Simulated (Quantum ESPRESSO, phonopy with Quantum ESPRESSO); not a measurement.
# BP (F-43m): a volume series of phonon spectra, part 8 of 9

Aim: how the vibrations of BP shift with volume, and the expansion that follows.

Measurements to reproduce:
- volume expansion coefficient 9.6 1e-6/K near room temperature (given in “Thermal expansion coefficients of high thermal conducting BAs and BP materials (three times its linear coefficient)”, 2019, arxiv:1906.04101)

Quantum ESPRESSO 7.5; DFT PBE+D3(BJ), scalar-relativistic, plane waves, GBRV ultrasoft pseudopotentials.

So far. Step 24 (Phonons, V/V0 1.03): No mode is imaginary beyond numerical noise along the path. The highest zone-centre mode (no LO–TO term) moved by -2.9 % for a volume change of +3.0 %. Step 24 (Phonons, V/V0 1.03): The time given is that of the 2 pw.x runs on displaced cells behind this step.

## Step 25: Ground state at this cell, V/V0 0.97

A tight ground state at this cell gives the energy of this member; its pressure is the stress at this cutoff, which can carry an offset from the finite basis.

This step: DFT PBE+D3(BJ), scalar-relativistic, plane waves, GBRV ultrasoft pseudopotentials (Quantum ESPRESSO 7.5).

System of this step: BP. Symmetry: F-43m, No. 216, cubic system. The conventional cell has a = 4.460 Å, b = 4.460 Å, c = 4.460 Å, α = 90.00°, β = 90.00°, γ = 90.00°. Nearest to B lie 4 P at 1.93 Å. Nearest to P lie 4 B at 1.93 Å. Farther neighbours are not listed.

File scf.in:

```
 &control
    calculation='scf',
    prefix='x',
    outdir='./tmp',
    pseudo_dir='./pseudo',
    tprnfor=.true.,
    tstress=.true.,
 /
 &system
    ibrav=0,
    nat=2,
    ntyp=2,
    ecutwfc=40.0,
    ecutrho=240.0,
    occupations='fixed',
    nbnd=6,
    vdw_corr='grimme-d3',
    dftd3_version=4,
    dftd3_threebody=.false.,
 /
 &electrons
    conv_thr=1.0d-12,
    mixing_beta=0.7,
    electron_maxstep=100,
 /
ATOMIC_SPECIES
 B      10.8100  B.upf
 P      30.9738  P.upf
CELL_PARAMETERS angstrom
     0.000000000    2.229975143    2.229975143
     2.229975143    0.000000000    2.229975143
     2.229975143    2.229975143    0.000000000
ATOMIC_POSITIONS crystal
 B      0.000000000   0.000000000   0.000000000
 P      0.250000000   0.250000000   0.250000000
K_POINTS automatic
 12 12 12 0 0 0
```

Run with:

```console
$ OMP_NUM_THREADS=1 mpirun -n 8 pw.x -nk 8 -in scf.in > scf.out
```

The log of the run:

```text
[banner, memory and clock lines left out]
Program PWSCF v.7.5

     Message from routine setup:
     using ibrav=0 with symmetry is DISCOURAGED, use correct ibrav instead

     G-vector sticks info

     bravais-lattice index     =            0
     lattice parameter (alat)  =       5.9596  a.u.
     unit-cell volume          =     149.6672 (a.u.)^3
     number of atoms/cell      =            2
     number of atomic types    =            2
     number of electrons       =         8.00
[...]
atom    2 type  2   force =    -0.00000000   -0.00000000   -0.00000000

     Total force =     0.000000     Total SCF correction =     0.000000

     Computing stress (Cartesian axis) and pressure

          total   stress  (Ry/bohr**3)                   (kbar)     P=       54.79
[...]
-0.00000000   0.00037243   0.00000000           -0.00       54.79        0.00
   0.00000000   0.00000000   0.00037243            0.00        0.00       54.79

     XML data file, charge density, pseudopotentials, collected wavefunctions
[key lines of the parts left out:]
!    total energy              =     -22.02056658 Ry
convergence has been achieved in  10 iterations
```

The job ended after 1.7 s (8 MPI ranks of Arm Neoverse V2, shared host; 13 s of CPU time).

The run ends at a pressure of 5.48 GPa.

## Step 26: Ph0.970 field d3hess

File d3hess.in:

```
 &input
    prefix='x',
    outdir='./tmp',
    step=0.001,
 /
```

Run with:

```console
$ d3hess.x -in d3hess.in > d3hess.out
```

The log of the run:

```text
[banner, memory and clock lines left out]
Program d3hess v.7.5

     ./tmp/x.save/

     IMPORTANT: XC functional enforced from input :
     Exchange-correlation= PBE
                           (   1   4   3   4   0   0   0)
     Any further DFT definition will be discarded
     Please, verify this is what you really want

     G-vector sticks info

     Differentiation step:           0.001000000000
     DFT-D3 version:    4
     DFT-D3 threebody: F
     Using a general (and memory consuming) algorithm for any q

 |G(force)| =   1.0315552744286204E-002  supercell gradient
[...]
|H(unit cell)| =   2.1716341362456420E-007
[...]
|H(unit cell)| =   2.1716341363102791E-007
     Displacement step:    2   3  -1

 |G(force)| =   1.0316345257093776E-002  supercell gradient
 |G(force)| =   1.1443115576469072E-007  supercell gradient for atoms in the unit cell
 |G(force)| =   1.1443115576469072E-007  unit cell gradient
     Displacement step:    2   3   1

 |G(force)| =   1.0314965066662778E-002  supercell gradient
 |G(force)| =   1.0861944255222675E-007  supercell gradient for atoms in the unit cell
 |G(force)| =   1.0861944255222675E-007  unit cell gradient
 |H(unit cell)| =   2.1716341362144818E-007

     Writing Hessian on file: ./tmp/x.hess
```

It took 2.1 s on 1 thread.

## Step 27: Born charges and dielectric tensor

In a polar crystal the Born charges and ε∞ give the long-range dipole term that a finite supercell misses. They are those of this k-mesh and were not tested on a denser one; where the gap is small they converge slowly, and the LO modes with them.

File ph.in:

```
phonons
 &inputph
    prefix='x',
    outdir='./tmp',
    fildyn='x.dyn',
    tr2_ph=1.0d-18,
    epsil=.true.,
 /
0.000000000 0.000000000 0.000000000
```

scf.in is that of step 25.

Run with:

```console
$ OMP_NUM_THREADS=1 mpirun -n 8 ph.x -nk 8 -in ph.in > ph.out
```

The log of the run:

```text
[banner, memory and clock lines left out]
Program PHONON v.7.5

     ./tmp/x.save/

     IMPORTANT: XC functional enforced from input :
     Exchange-correlation= PBE
                           (   1   4   3   4   0   0   0)
     Any further DFT definition will be discarded
     Please, verify this is what you really want

     G-vector sticks info

     Reading collected, re-writing distributed wavefunctions in ./tmp/

     Number and degeneracy of irreps per q-point
       N         xq(1)         xq(2)         xq(3)   N irreps
[...]
freq (    1) =       0.546748 [THz] =      18.237548 [cm-1]
     freq (    2) =       0.546748 [THz] =      18.237548 [cm-1]
     freq (    3) =       0.546748 [THz] =      18.237548 [cm-1]
     freq (    4) =      25.408496 [THz] =     847.536190 [cm-1]
     freq (    5) =      25.408496 [THz] =     847.536190 [cm-1]
     freq (    6) =      25.408496 [THz] =     847.536190 [cm-1]
 **************************************************************************

     Mode symmetry, T_d (-43m)  point group:

     freq (   1-   3) =         18.2  [cm-1]   --> T_2  G_15 P_4   I+R
     freq (   4-   6) =        847.5  [cm-1]   --> T_2  G_15 P_4   I+R
```

Wall time 14 s (8 MPI ranks); 1.9 min of CPU time.

The Born charges sum to zero within 0.0024 e; the rest is removed before use. Acoustic frequencies in this log differ from zero by the error of the sum rule, which ph.x does not impose.

## Step 28: Forces on a displaced cell

One atom (for the harmonic constants) or a pair of atoms (for the cubic ones) is moved by a few hundredths of an ångström; the forces on all atoms give a column of force constants. The threshold is tight because the forces are small.

System of this step: BP. The cell holds 54 atoms: 27 B and 27 P. Cell: a = 9.461 Å, b = 9.461 Å, c = 9.461 Å, α = 60.0°, β = 60.0°, γ = 60.0°. It derives from BP, repeated 3×3×3.

File disp-00001.in:

```
 &control
    calculation='scf',
    prefix='x',
    outdir='./tmp',
    pseudo_dir='./pseudo',
    tprnfor=.true.,
    disk_io='none',
 /
 &system
    ibrav=0,
    nat=54,
    ntyp=2,
    ecutwfc=40.0,
    ecutrho=240.0,
    occupations='fixed',
    nbnd=110,
    vdw_corr='grimme-d3',
    dftd3_version=4,
    dftd3_threebody=.false.,
 /
 &electrons
    conv_thr=1.0d-11,
    mixing_beta=0.7,
    electron_maxstep=100,
 /
ATOMIC_SPECIES
 B      10.8100  B.upf
 P      30.9738  P.upf
CELL_PARAMETERS angstrom
     0.000000000    6.689925429    6.689925429
     6.689925429    0.000000000    6.689925429
     6.689925429    6.689925429    0.000000000
ATOMIC_POSITIONS crystal
 B      0.002113945   0.000000000   0.000000000
 B      0.333333333   0.000000000   0.000000000
 B      0.666666667   0.000000000   0.000000000
 B      0.000000000   0.333333333   0.000000000
 B      0.333333333   0.333333333   0.000000000
 B      0.666666667   0.333333333   0.000000000
 B      0.000000000   0.666666667   0.000000000
 B      0.333333333   0.666666667   0.000000000
 B      0.666666667   0.666666667   0.000000000
 B      0.000000000   0.000000000   0.333333333
 B      0.333333333   0.000000000   0.333333333
 B      0.666666667   0.000000000   0.333333333
 B      0.000000000   0.333333333   0.333333333
 B      0.333333333   0.333333333   0.333333333
 B      0.666666667   0.333333333   0.333333333
 B      0.000000000   0.666666667   0.333333333
 B      0.333333333   0.666666667   0.333333333
 B      0.666666667   0.666666667   0.333333333
 B      0.000000000   0.000000000   0.666666667
 B      0.333333333   0.000000000   0.666666667
 B      0.666666667   0.000000000   0.666666667
 B      0.000000000   0.333333333   0.666666667
 B      0.333333333   0.333333333   0.666666667
 B      0.666666667   0.333333333   0.666666667
 B      0.000000000   0.666666667   0.666666667
 B      0.333333333   0.666666667   0.666666667
 B      0.666666667   0.666666667   0.666666667
 P      0.083333333   0.083333333   0.083333333
 P      0.416666667   0.083333333   0.083333333
 P      0.750000000   0.083333333   0.083333333
 P      0.083333333   0.416666667   0.083333333
 P      0.416666667   0.416666667   0.083333333
 P      0.750000000   0.416666667   0.083333333
 P      0.083333333   0.750000000   0.083333333
 P      0.416666667   0.750000000   0.083333333
 P      0.750000000   0.750000000   0.083333333
 P      0.083333333   0.083333333   0.416666667
 P      0.416666667   0.083333333   0.416666667
 P      0.750000000   0.083333333   0.416666667
 P      0.083333333   0.416666667   0.416666667
 P      0.416666667   0.416666667   0.416666667
 P      0.750000000   0.416666667   0.416666667
 P      0.083333333   0.750000000   0.416666667
 P      0.416666667   0.750000000   0.416666667
 P      0.750000000   0.750000000   0.416666667
 P      0.083333333   0.083333333   0.750000000
 P      0.416666667   0.083333333   0.750000000
 P      0.750000000   0.083333333   0.750000000
 P      0.083333333   0.416666667   0.750000000
 P      0.416666667   0.416666667   0.750000000
 P      0.750000000   0.416666667   0.750000000
 P      0.083333333   0.750000000   0.750000000
 P      0.416666667   0.750000000   0.750000000
 P      0.750000000   0.750000000   0.750000000
K_POINTS automatic
 3 3 3 0 0 0
```

Run with:

```console
$ OMP_NUM_THREADS=1 mpirun -n 4 pw.x -nk 4 -in disp-00001.in > disp-00001.out
```

The log of the run:

```text
[banner, memory and clock lines left out]
Program PWSCF v.7.5

     Message from routine setup:
     using ibrav=0 with symmetry is DISCOURAGED, use correct ibrav instead

     G-vector sticks info

     bravais-lattice index     =            0
     lattice parameter (alat)  =      17.8787  a.u.
     unit-cell volume          =    4041.0147 (a.u.)^3
     number of atoms/cell      =           54
     number of atomic types    =            2
     number of electrons       =       216.00
[...]
atom    1 type  1   force =    -0.00046819   -0.01200090   -0.01200090
     atom    2 type  1   force =     0.00031479    0.00044484    0.00044484
     atom    3 type  1   force =    -0.00031249    0.00042701    0.00042701
[...]
atom   53 type  2   force =     0.00009572   -0.00002217   -0.00002217
     atom   54 type  2   force =     0.00000009   -0.00002351   -0.00002351

     Total force =     0.019975     Total SCF correction =     0.000006
     Message from routine punch:
     Nothing written, as per user request (disk_io='none')
[key lines of the parts left out:]
!    total energy              =    -594.55336494 Ry
convergence has been achieved in  16 iterations
```

Run time: 8.3 min. Hardware: 4 MPI ranks; 33 min of CPU time.

## Step 29: Phonons, V/V0 0.97

This step: DFT PBE+D3(BJ), scalar-relativistic, plane waves, GBRV ultrasoft pseudopotentials (phonopy with Quantum ESPRESSO 4.10.0 / 7.5).

Elapsed: 9.4 min, on 8 threads.

Phonopy, LO-TO term from ph.x's tensors. Phonon branches along the path, in cm⁻¹:

```csv
point,branch 1,branch 2,branch 3,branch 4,branch 5,branch 6
Γ,0,0,0,847,847,856
halfway,241,241,382,802,802,851
X,310,310,550,750,750,828
halfway,309,343,535,742,753,830
U,303,408,497,724,762,836
jump to K,303,408,497,724,762,836
halfway,212,278,388,804,815,836
Γ,0,0,0,847,847,856
halfway,176,176,367,826,826,837
L,224,224,532,801,807,807
halfway,283,354,500,743,784,834
W,358,405,473,725,755,834
halfway,334,348,521,738,753,831
X,310,310,550,750,750,828
```

The phonon branches as a text plot (rows in cm⁻¹):

```
    838 |**************************************     *************
    802 |    ***            *****            *********
    767 |       ************  **                    *************
    731 |             ********                        **********
    696 |
    660 |
    624 |
    588 |
    553 |          *****                                       **
    517 |         *     **                      *******      **
    482 |                 **                   *       ******
    446 |       **         *****             **
    410 |                ** **                          ****
    374 |     **        *       *           *          *  * *
    339 |              *      **                      * ** ****
    303 |    *    **********     **        *         * *       **
    268 |       **          **  *                   ***
    232 |     **              ** ****          ******
    196 |  ***                  *        **  **
    160 |                        ****      **
    125 |  **                      ***
     89 | *                          *  ***
     54 | *                          *  *
     18 |*                            **
         Γ           X  U|K            Γ         L        W     X
```

No mode is imaginary beyond numerical noise along the path. The highest zone-centre mode (no LO–TO term) moved by +3.1 % for a volume change of -3.0 %.

The time given is that of the 2 pw.x runs on displaced cells behind this step.

## Step 30: Ground state at this cell, V/V0 1.05

A tight ground state at this cell gives the energy of this member; its pressure is the stress at this cutoff, which can carry an offset from the finite basis.

This step: DFT PBE+D3(BJ), scalar-relativistic, plane waves, GBRV ultrasoft pseudopotentials (Quantum ESPRESSO 7.5).

System of this step: BP. The structure is cubic, space group F-43m (No. 216). Conventional cell: a = 4.579 Å, b = 4.579 Å, c = 4.579 Å, α = 90.00°, β = 90.00°, γ = 90.00°. B has 4 P at 1.98 Å nearest. Nearest to P lie 4 B at 1.98 Å. Farther neighbours are not listed.

Edit scf.in of step 27 so:

```diff
@@ -29,5 +29,5 @@
 CELL_PARAMETERS angstrom
-     0.000000000    2.229975143    2.229975143
-     2.229975143    0.000000000    2.229975143
-     2.229975143    2.229975143    0.000000000
+     0.000000000    2.289668154    2.289668154
+     2.289668154    0.000000000    2.289668154
+     2.289668154    2.289668154    0.000000000
 ATOMIC_POSITIONS crystal
```

Run with:

```console
$ OMP_NUM_THREADS=1 mpirun -n 8 pw.x -nk 8 -in scf.in > scf.out
```

The log of the run:

```text
[banner, memory and clock lines left out]
Program PWSCF v.7.5

     Message from routine setup:
     using ibrav=0 with symmetry is DISCOURAGED, use correct ibrav instead

     G-vector sticks info

     bravais-lattice index     =            0
     lattice parameter (alat)  =       6.1191  a.u.
     unit-cell volume          =     162.0109 (a.u.)^3
     number of atoms/cell      =            2
     number of atomic types    =            2
     number of electrons       =         8.00
[...]
atom    2 type  2   force =     0.00000000    0.00000000    0.00000000

     Total force =     0.000000     Total SCF correction =     0.000000

     Computing stress (Cartesian axis) and pressure

          total   stress  (Ry/bohr**3)                   (kbar)     P=      -75.70
[...]
-0.00000000  -0.00051457  -0.00000000           -0.00      -75.70       -0.00
   0.00000000  -0.00000000  -0.00051457            0.00       -0.00      -75.70

     XML data file, charge density, pseudopotentials, collected wavefunctions
[key lines of the parts left out:]
!    total energy              =     -22.01936258 Ry
convergence has been achieved in  10 iterations
```

The job ended after 1.7 s (8 MPI ranks; 13 s of CPU time).

The run ends at a pressure of -7.57 GPa.

## Step 31: Ph1.050 field d3hess

d3hess.in is that of step 26.

Run with:

```console
$ d3hess.x -in d3hess.in > d3hess.out
```

The log of the run:

```text
[banner, memory and clock lines left out]
Program d3hess v.7.5

     ./tmp/x.save/

     IMPORTANT: XC functional enforced from input :
     Exchange-correlation= PBE
                           (   1   4   3   4   0   0   0)
     Any further DFT definition will be discarded
     Please, verify this is what you really want

     G-vector sticks info

     Differentiation step:           0.001000000000
     DFT-D3 version:    4
     DFT-D3 threebody: F
     Using a general (and memory consuming) algorithm for any q

 |G(force)| =   9.8066044387224473E-003  supercell gradient
[...]
|H(unit cell)| =   1.6656019357732179E-007
[...]
|H(unit cell)| =   1.6656019359130707E-007
     Displacement step:    2   3  -1

 |G(force)| =   9.8072435207681996E-003  supercell gradient
 |G(force)| =   9.2879399334582976E-008  supercell gradient for atoms in the unit cell
 |G(force)| =   9.2879399334582976E-008  unit cell gradient
     Displacement step:    2   3   1

 |G(force)| =   9.8061194602729988E-003  supercell gradient
 |G(force)| =   8.0259262403540566E-008  supercell gradient for atoms in the unit cell
 |G(force)| =   8.0259262403540566E-008  unit cell gradient
 |H(unit cell)| =   1.6656019359845375E-007

     Writing Hessian on file: ./tmp/x.hess
```

Wall time 1.9 s (1 thread).

## Step 32: The ladder

## Step 33: Born charges and dielectric tensor

In a polar crystal the Born charges and ε∞ give the long-range dipole term that a finite supercell misses. They are those of this k-mesh and were not tested on a denser one; where the gap is small they converge slowly, and the LO modes with them.

ph.in is that of step 27.

scf.in is that of step 30.

Run with:

```console
$ OMP_NUM_THREADS=1 mpirun -n 8 ph.x -nk 8 -in ph.in > ph.out
```

The log of the run:

```text
[banner, memory and clock lines left out]
Program PHONON v.7.5

     ./tmp/x.save/

     IMPORTANT: XC functional enforced from input :
     Exchange-correlation= PBE
                           (   1   4   3   4   0   0   0)
     Any further DFT definition will be discarded
     Please, verify this is what you really want

     G-vector sticks info

     Reading collected, re-writing distributed wavefunctions in ./tmp/

     Number and degeneracy of irreps per q-point
       N         xq(1)         xq(2)         xq(3)   N irreps
[...]
freq (    1) =      -0.466745 [THz] =     -15.568949 [cm-1]
     freq (    2) =      -0.466745 [THz] =     -15.568949 [cm-1]
     freq (    3) =      -0.466745 [THz] =     -15.568949 [cm-1]
     freq (    4) =      23.443738 [THz] =     781.998931 [cm-1]
     freq (    5) =      23.443738 [THz] =     781.998931 [cm-1]
     freq (    6) =      23.443738 [THz] =     781.998931 [cm-1]
 **************************************************************************

     Mode symmetry, T_d (-43m)  point group:

     freq (   1-   3) =        -15.6  [cm-1]   --> T_2  G_15 P_4   I+R
     freq (   4-   6) =        782.0  [cm-1]   --> T_2  G_15 P_4   I+R
```

Elapsed: 14 s, on 8 MPI ranks; 1.9 min of CPU time.

The Born charges sum to zero within 0.0029 e; the rest is removed before use. Acoustic frequencies in this log differ from zero by the error of the sum rule, which ph.x does not impose.

## Step 34: A displaced supercell

One atom (for the harmonic constants) or a pair of atoms (for the cubic ones) is moved by a few hundredths of an ångström; the forces on all atoms give a column of force constants. The threshold is tight because the forces are small.

System of this step: BP. The cell holds 54 atoms: 27 B and 27 P. Its edges and angles: a = 9.714 Å, b = 9.714 Å, c = 9.714 Å, α = 60.0°, β = 60.0°, γ = 60.0°. It derives from BP, repeated 3×3×3.

Edit disp-00001.in of step 28 so:

```diff
@@ -29,7 +29,7 @@
 CELL_PARAMETERS angstrom
-     0.000000000    6.689925429    6.689925429
-     6.689925429    0.000000000    6.689925429
-     6.689925429    6.689925429    0.000000000
+     0.000000000    6.869004461    6.869004461
+     6.869004461    0.000000000    6.869004461
+     6.869004461    6.869004461    0.000000000
 ATOMIC_POSITIONS crystal
- B      0.002113945   0.000000000   0.000000000
+ B      0.002058833   0.000000000   0.000000000
  B      0.333333333   0.000000000   0.000000000
```

Run with:

```console
$ OMP_NUM_THREADS=1 mpirun -n 4 pw.x -nk 4 -in disp-00001.in > disp-00001.out
```

The log of the run:

```text
[banner, memory and clock lines left out]
Program PWSCF v.7.5

     Message from routine setup:
     using ibrav=0 with symmetry is DISCOURAGED, use correct ibrav instead

     G-vector sticks info

     bravais-lattice index     =            0
     lattice parameter (alat)  =      18.3573  a.u.
     unit-cell volume          =    4374.2942 (a.u.)^3
     number of atoms/cell      =           54
     number of atomic types    =            2
     number of electrons       =       216.00
[...]
atom    1 type  1   force =    -0.00036595   -0.00995470   -0.00995470
     atom    2 type  1   force =     0.00026366    0.00035625    0.00035625
     atom    3 type  1   force =    -0.00026067    0.00034067    0.00034067
[...]
atom   53 type  2   force =     0.00008046   -0.00001690   -0.00001690
     atom   54 type  2   force =    -0.00000003   -0.00002291   -0.00002291

     Total force =     0.016402     Total SCF correction =     0.000001
     Message from routine punch:
     Nothing written, as per user request (disk_io='none')
[key lines of the parts left out:]
!    total energy              =    -594.52106375 Ry
convergence has been achieved in  19 iterations
```

It took 9.8 min on 4 MPI ranks; 39 min of CPU time.

(Part 8 of 9 ends here.)

[Logs are printed without paths, hosts, clocks, repeated set-up lines and the standing remarks that a program may print on its own settings, such as how far it seeks lower states.]

[Hosts, paths, dates, database ids (printed as entryN), source tags and the programs' standing remarks are cut or masked in the printed files.]

[A step with changed settings may run another functional than the one named; its input shows which.]

[Of the runs on displaced cells, only some may be shown.]
